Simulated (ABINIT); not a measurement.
Records of electronic-structure calculations.

## Beyond one shot: BN (Qingsongite)

The structure is cubic, space group F-43m (No. 216). Conventional cell: a = 3.615 Å, b = 3.615 Å, c = 3.615 Å, α = 90.00°, β = 90.00°, γ = 90.00°. Nearest to B lie 4 N at 1.57 Å. Nearest to N lie 4 B at 1.57 Å. Farther neighbours, and contacts between anions beyond the nearest, are not listed.

```
B N
1.0
     0.00000    1.80750    1.80750
     1.80750    0.00000    1.80750
     1.80750    1.80750    0.00000
B N
1 1
Direct
  0.00000 0.00000 0.00000
  0.25000 0.25000 0.25000
```

- method: RPA screening on PBE from quasiparticle energies and orbitals, plane waves, norm-conserving pseudopotentials (and 4 further levels or steps)
- program: ABINIT 10.8.3
- settings: cutoff 36 Ha, PseudoDojo scalar-relativistic 0.4.1 standard, norm-conserving, potential set dojo-sr-pbe-0.4.1-standard, ngkpt (6, 6, 6), nband 58, ecuteps 8 Ha, gwcalctyp 28, inclvkb 2, shiftk (0, 0, 0), symchi 1, awtr 1, frequency ppm, cycle 6, q points all but q = 0, 6×6×6 k-mesh
- cost: 19 runs, 6.9 min in all on 4 MPI ranks of Intel Xeon 6975P-C (Granite Rapids), shared host
- notes: The cell and positions come from the Crystallography Open Database and are kept as given unless a step says otherwise. The 6×6×6 mesh is coarse for this cell, which bears on the long-range parts of exchange and screening.
- G0W0: 5.952 eV
- QSGW, cycle 1: 6.219 eV
- QSGW, cycle 2: 6.411 eV
- QSGW, cycle 3: 6.581 eV
- QSGW, cycle 4: 6.670 eV
- QSGW, cycle 5: 6.686 eV
- QSGW, cycle 6: 6.673 eV
- known limits: short of the basis limit; coarse k mesh

Only the bands that the input lists are updated; the higher empty ones keep the functional's energies. QSGW ends at 6.67 eV, +0.72 eV from G0W0, after 6 cycles that took 6.7 min beside the first screening; the last moved the gap by 0.013 eV.

[Long decimals in the printed logs are rounded to 6 places.]

[Logs are printed without paths, hosts, clocks, repeated set-up lines and the standing remarks that a program may print on its own settings, such as how far it seeks lower states.]

[Paths, hosts, dates, memory and timing lines, banners, echoed tables and standing remarks are left out of the program output; an Ansatz launch command may be rebuilt from the run's recorded settings. Measured values are a selection of at most five: reports struck by readers or far from the other reports are left out. None is set beside runs whose start may be inverted or whose files or cutoffs have a known fault.]

[Runs of the session that timed out or met a known fault of the program may be left out.]

[Hosts, paths, dates, database ids (printed as entryN), source tags and the programs' standing remarks are cut or masked in the printed files.]

[G0W0 gaps are taken among the corrected bands and points alone; a level outside them can change the order at an edge.]

[Where Ansatz stands beside ABINIT at settings called matched, ABINIT's density can come from a denser mesh and the files from another edition; pairs whose starting gaps differed by over 0.03 eV were left out, so agreement reads better than it is.]
